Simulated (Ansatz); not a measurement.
## BaAgPt in the AlB2 type: phonon-mediated transition temperature

What Tc do the phonons of BaAgPt in the AlB2 type give, and how does it depend on μ*? The cell shown first is a relaxed one, from steps not shown here.

Method: DFT PBE, scalar-relativistic, plane waves, PAW; PAW set soft_1, in Ansatz 0.2.0.

This is a report of a sequence of runs, with most program output left out.

The structure was built from a prototype and need not be the compound's stable phase.

## 1. The cell after earlier relaxation steps

The structure is hexagonal, space group P-6m2 (No. 187). The conventional cell has a = 4.703 Å, b = 4.703 Å, c = 4.364 Å, α = 90.00°, β = 90.00°, γ = 120.00°. Nearest to Ba lie 6 Pt at 3.48 Å and 6 Ag at 3.48 Å. Nearest to Ag lie 3 Pt at 2.72 Å and 6 Ba at 3.48 Å. Nearest to Pt lie 3 Ag at 2.72 Å and 6 Ba at 3.48 Å. Farther neighbours are not listed.

## 2. Electron–phonon run: q 3×3×2, k 6×6×6, scattering 8×8×8

The run that gives the couplings also evaluates McMillan's and Allen and Dynes's formulas and, where asked, the Eliashberg equations, over a range of μ*.

input.yaml

```yaml
crystal:
  lattice:
    - [4.7031225531, 0.0, 0.0]
    - [-2.3515612766, 4.0730236081, 0.0]
    - [0.0, 0.0, 4.3641647523]
  atoms:
    - { symbol: Ba, position: [0.0, 0.0, 0.0] }
    - { symbol: Ag, position: [0.3333333333, 0.6666666667, 0.5] }
    - { symbol: Pt, position: [0.6666666667, 0.3333333333, 0.5] }
kpoints:
  mp_grid: { grid: [6, 6, 6] }
hamiltonian:
  xc: pbe
  pseudopotentials: { kind: paw, azcp: { folder: soft_1 } }
scf:
  occupations: { method: methfessel_paxton, width: 0.2 }
output:
  eigenvalues: true
phonons:
  method: dfpt
  qmesh: [3, 3, 2]
  temperatures: { t_max: 1000, t_step: 50 }
  qpath:
    path:
      - [[0.0, 0.0, 0.0], [0.5, 0.0, 0.0], [0.33333333, 0.33333333, 0.0], [0.0, 0.0, 0.0], [0.0, 0.0, 0.5], [0.5, 0.0, 0.5], [0.33333333, 0.33333333, 0.5], [0.0, 0.0, 0.5]]
      - [[0.5, 0.0, 0.5], [0.5, 0.0, 0.0]]
      - [[0.33333333, 0.33333333, 0.5], [0.33333333, 0.33333333, 0.0]]
    npoints: 10
  electrical_resistivity:
    mesh: [8, 8, 8]
    temperatures: [20.0, 50.0, 77.0, 100.0, 150.0, 200.0, 300.0, 400.0, 600.0, 800.0]
  superconductivity: { mesh: [8, 8, 8] }
```

On the command line:

```sh
> ansatz run input.yaml --threads 4 --pin off --max-ram 12288MiB --backend cpu --events-out ev --progress --plain --runs-dir out
```

It took 4.2 min on 4 threads of Intel Xeon Platinum 8488C (Sapphire Rapids), shared host; peak memory 2.4 GiB.

Numbers from this step:

```
volume per atom                                                                : 27.87 Å³/atom
metallic on mesh                                                               : yes
gap on the k-mesh                                                              : 0 eV
zero point energy                                                              : 0.04578 eV/cell
share of imaginary modes in the plain interpolation between solved wavevectors : 0
highest frequency, solved or plainly interpolated                              : 154.9 cm⁻¹
Debye temperature (second moment)                                              : 169 K
resistivity at 300 K                                                           : 28.15 μΩ cm, mean of the axes
coupling constant λ                                                            : 0.2319
density of states at the Fermi level                                           : 0.5425 states/eV a spin and cell
log mean phonon energy ħω_log                                                  : 7.111 meV
transport coupling constant λ_tr                                               : 0.2186, 0.2186, 0.2703 (xx, yy, zz)
Drude plasma energy                                                            : 4.176, 4.176, 2.425 eV (xx, yy, zz)
resistivity times mean free path                                               : 17.59, 17.59, 66.5 × 10⁻¹⁶ Ω m² (xx, yy, zz)
second-moment phonon energy ħω₂                                                : 9.521 meV
```

An empty cell: under 1 mK by a formula, or no transition down to the floor of the Eliashberg search. Transition temperatures:

```tsv
μ*	McMillan Tc (K)	Allen–Dynes Tc (K)
0.08	0.00748	0.00754
0.1	0.00127	0.00127
0.12	-	-
0.13	-	-
0.14	-	-
0.16	-	-
0.2	-	-
```

## 3. Resistivity: scattering mesh 12×12×12

The next rung changes the scattering mesh, which samples the Fermi surface.

input.yaml: that of step 2 with these lines changed.

```diff
@@ -29,4 +29,4 @@
   electrical_resistivity:
-    mesh: [8, 8, 8]
+    mesh: [12, 12, 12]
     temperatures: [20.0, 50.0, 77.0, 100.0, 150.0, 200.0, 300.0, 400.0, 600.0, 800.0]
-  superconductivity: { mesh: [8, 8, 8] }
+  superconductivity: { mesh: [12, 12, 12] }
```

Wall time 10 min (4 threads); peak memory 6.3 GiB.

This step gave:

```
resistivity at 300 K                 : 26.71 μΩ cm, mean of the axes
coupling constant λ                  : 0.2286
density of states at the Fermi level : 0.5221 states/eV a spin and cell
log mean phonon energy ħω_log        : 7.09 meV
transport coupling constant λ_tr     : 0.218, 0.218, 0.2601 (xx, yy, zz)
Drude plasma energy                  : 4.262, 4.262, 2.468 eV (xx, yy, zz)
resistivity times mean free path     : 17.58, 17.58, 62.72 × 10⁻¹⁶ Ω m² (xx, yy, zz)
second-moment phonon energy ħω₂      : 9.529 meV
```

An empty cell: under 1 mK by a formula, or no transition down to the floor of the Eliashberg search. Transition temperatures:

```tsv
μ*	McMillan Tc (K)	Allen–Dynes Tc (K)
0.08	0.00623	0.00627
0.1	-	-
0.12	-	-
0.13	-	-
0.14	-	-
0.16	-	-
0.2	-	-
```

Between step 2 and this run (scattering mesh 12×12×12) the value for the log mean phonon energy ħω_log moves from 7.11 meV to 7.09 meV.

## 4. Resistivity: q 3×3×2, k 6×6×6, scattering 12×12×12

The run is repeated on the same meshes.

input.yaml is that of step 3.

The job ended after 10 min (4 threads; peak memory 6.4 GiB; 39 min of CPU time).

An empty cell: under 1 mK by a formula, or no transition down to the floor of the Eliashberg search. Transition temperatures:

```tsv
μ*	McMillan Tc (K)	Allen–Dynes Tc (K)
0.08	0.00623	0.00627
0.1	-	-
0.12	-	-
0.13	-	-
0.14	-	-
0.16	-	-
0.2	-	-
```

Table of Eliashberg function α²F by phonon energy; read off at these points:

```tsv
phonon energy (meV)	α²F	α²F tr
0.07	0	0
0.52	0	0
1.10	3.0e-4	0
1.55	0.0016	3.0e-4
2.13	0.0041	0.0012
2.58	0.0064	0.0029
3.17	0.0124	0.0092
3.61	0.0432	0.0429
4.05	0.106	0.119
4.64	0.0678	0.0638
5.08	0.106	0.116
5.23	0.156	0.166
5.67	0.0346	0.0363
6.11	0.0453	0.0555
6.70	0.123	0.167
7.14	0.0383	0.0562
7.58	0.047	0.0719
8.17	0.0629	0.0601
8.61	0.0633	0.0626
9.20	0.0446	0.0289
9.64	0.075	0.069
10.23	0.0808	0.103
10.68	0.0531	0.0683
11.26	0.0636	0.0791
11.56	0.244	0.222
11.71	0.105	0.0437
12.00	0.149	0.0234
12.15	0.0271	0.0041
12.74	0	0
13.18	0	0
13.77	0	0
14.21	0	0
14.80	0	0
15.24	0	0
15.68	0	0
16.27	2.0e-4	1.0e-4
16.71	0.0081	0.0072
17.30	0.128	0.111
17.45	0.128	0.117
17.74	0.0922	0.0787
18.33	0.0959	0.0455
18.63	0.483	0.592
18.77	0.178	0.195
```

The Eliashberg function α²F has structure finer than the step of the table below, so its rows give means over 0.5 meV, whole bins alone (the curve runs from 0.074 to 18.8 meV). Peaks (meV: height): α²F 5.23: 0.156, 11.56: 0.244, 17.45: 0.128, 18.63: 0.483; Ba 8.32: 0.0528, 9.94: 0.0601, 11.56: 0.164, 12.00: 0.121; Ag 11.56: 0.0429, 17.30: 0.101, 18.63: 0.333; Pt 3.90: 0.0641, 5.23: 0.127, 6.70: 0.0664, 18.63: 0.142.

Table of Eliashberg function α²F by phonon energy; means over each step:

```tsv
phonon energy (meV)	α²F	Ba	Ag	Pt
0.5	8.7e-6	0	0	0
1.0	2.7e-4	8.8e-5	5.8e-5	1.0e-4
1.5	0.00151	4.8e-4	3.8e-4	6.5e-4
2.0	0.00345	0.00105	8.5e-4	0.00152
2.5	0.00600	0.00175	0.00152	0.00271
3.0	0.0105	0.00274	0.00272	0.00502
3.5	0.0339	0.00521	0.00985	0.0189
4.0	0.102	0.0121	0.0314	0.0580
4.5	0.0881	0.0166	0.0286	0.0429
5.0	0.0955	0.0144	0.0177	0.0634
5.5	0.0719	0.00824	0.00837	0.0553
6.0	0.0429	0.00994	0.0101	0.0229
6.5	0.0944	0.0229	0.0235	0.0480
7.0	0.0482	0.0159	0.0168	0.0155
7.5	0.0496	0.0179	0.0194	0.0124
8.0	0.0624	0.0225	0.0173	0.0226
8.5	0.0639	0.0436	0.00760	0.0127
9.0	0.0395	0.0167	0.00775	0.0151
9.5	0.0634	0.0313	0.0133	0.0189
10.0	0.0849	0.0556	0.0151	0.0142
10.5	0.0699	0.0401	0.0167	0.0131
11.0	0.0513	0.0260	0.0127	0.0126
11.5	0.132	0.0869	0.0255	0.0195
12.0	0.0935	0.0756	0.0151	0.00286
12.5	0.00122	9.4e-4	2.5e-4	2.7e-5
13.0	0	0	0	0
13.5	0	0	0	0
14.0	0	0	0	0
14.5	0	0	0	0
15.0	0	0	0	0
15.5	0	0	0	0
16.0	2.5e-5	0	2.5e-5	0
16.5	0.00423	1.8e-4	0.00379	2.6e-4
17.0	0.0784	0.00407	0.0647	0.00964
17.5	0.117	0.00515	0.0900	0.0218
18.0	0.0681	0.00200	0.0496	0.0165
18.5	0.274	0.00426	0.190	0.0799
```

## 5. Outcome

```yaml
meshes: q 3×3×2, k 6×6×6, scattering 12×12×12
coupling_constant_lambda: 0.229
log_mean_phonon_energy_omega_log: 7.09 meV
```

What this shows: In the last run (PBE, q 3×3×2, k 6×6×6, scattering 12×12×12), with λ = 0.23 and ħω_log = 7.09 meV, Tc at μ* = 0.13 is under 1 mK by the formulas. In that run Allen and Dynes's formula gives no transition above 0.05 K at μ* = 0.10 or more. By the run's own test λ is not converged in the fine mesh: it moves by 5 % between the two finest. The run's transport test calls it not converged in the mesh; ρ(300 K) moves by 20 % in the component that moves most. Over the runs, λ takes the values 0.232, 0.229 and 0.229, in the order shown. No spin–orbit coupling, which matters for Pt. The structure is a hand-built model. The compound is a prototype filled by a generator; whether it can be made, and whether it orders so, was not tested. μ* is a typed number, phonons are harmonic, and spin fluctuations are left out; with λ this near or under μ*(1 + 0.62 λ), the formulas give Tc only to its order of magnitude, or none.

[Logs are printed without paths, hosts, clocks, repeated set-up lines and the standing remarks that a program may print on its own settings, such as how far it seeks lower states.]

[Hosts, paths, dates, database ids (printed as entryN), source tags and the programs' standing remarks are cut or masked in the printed files.]
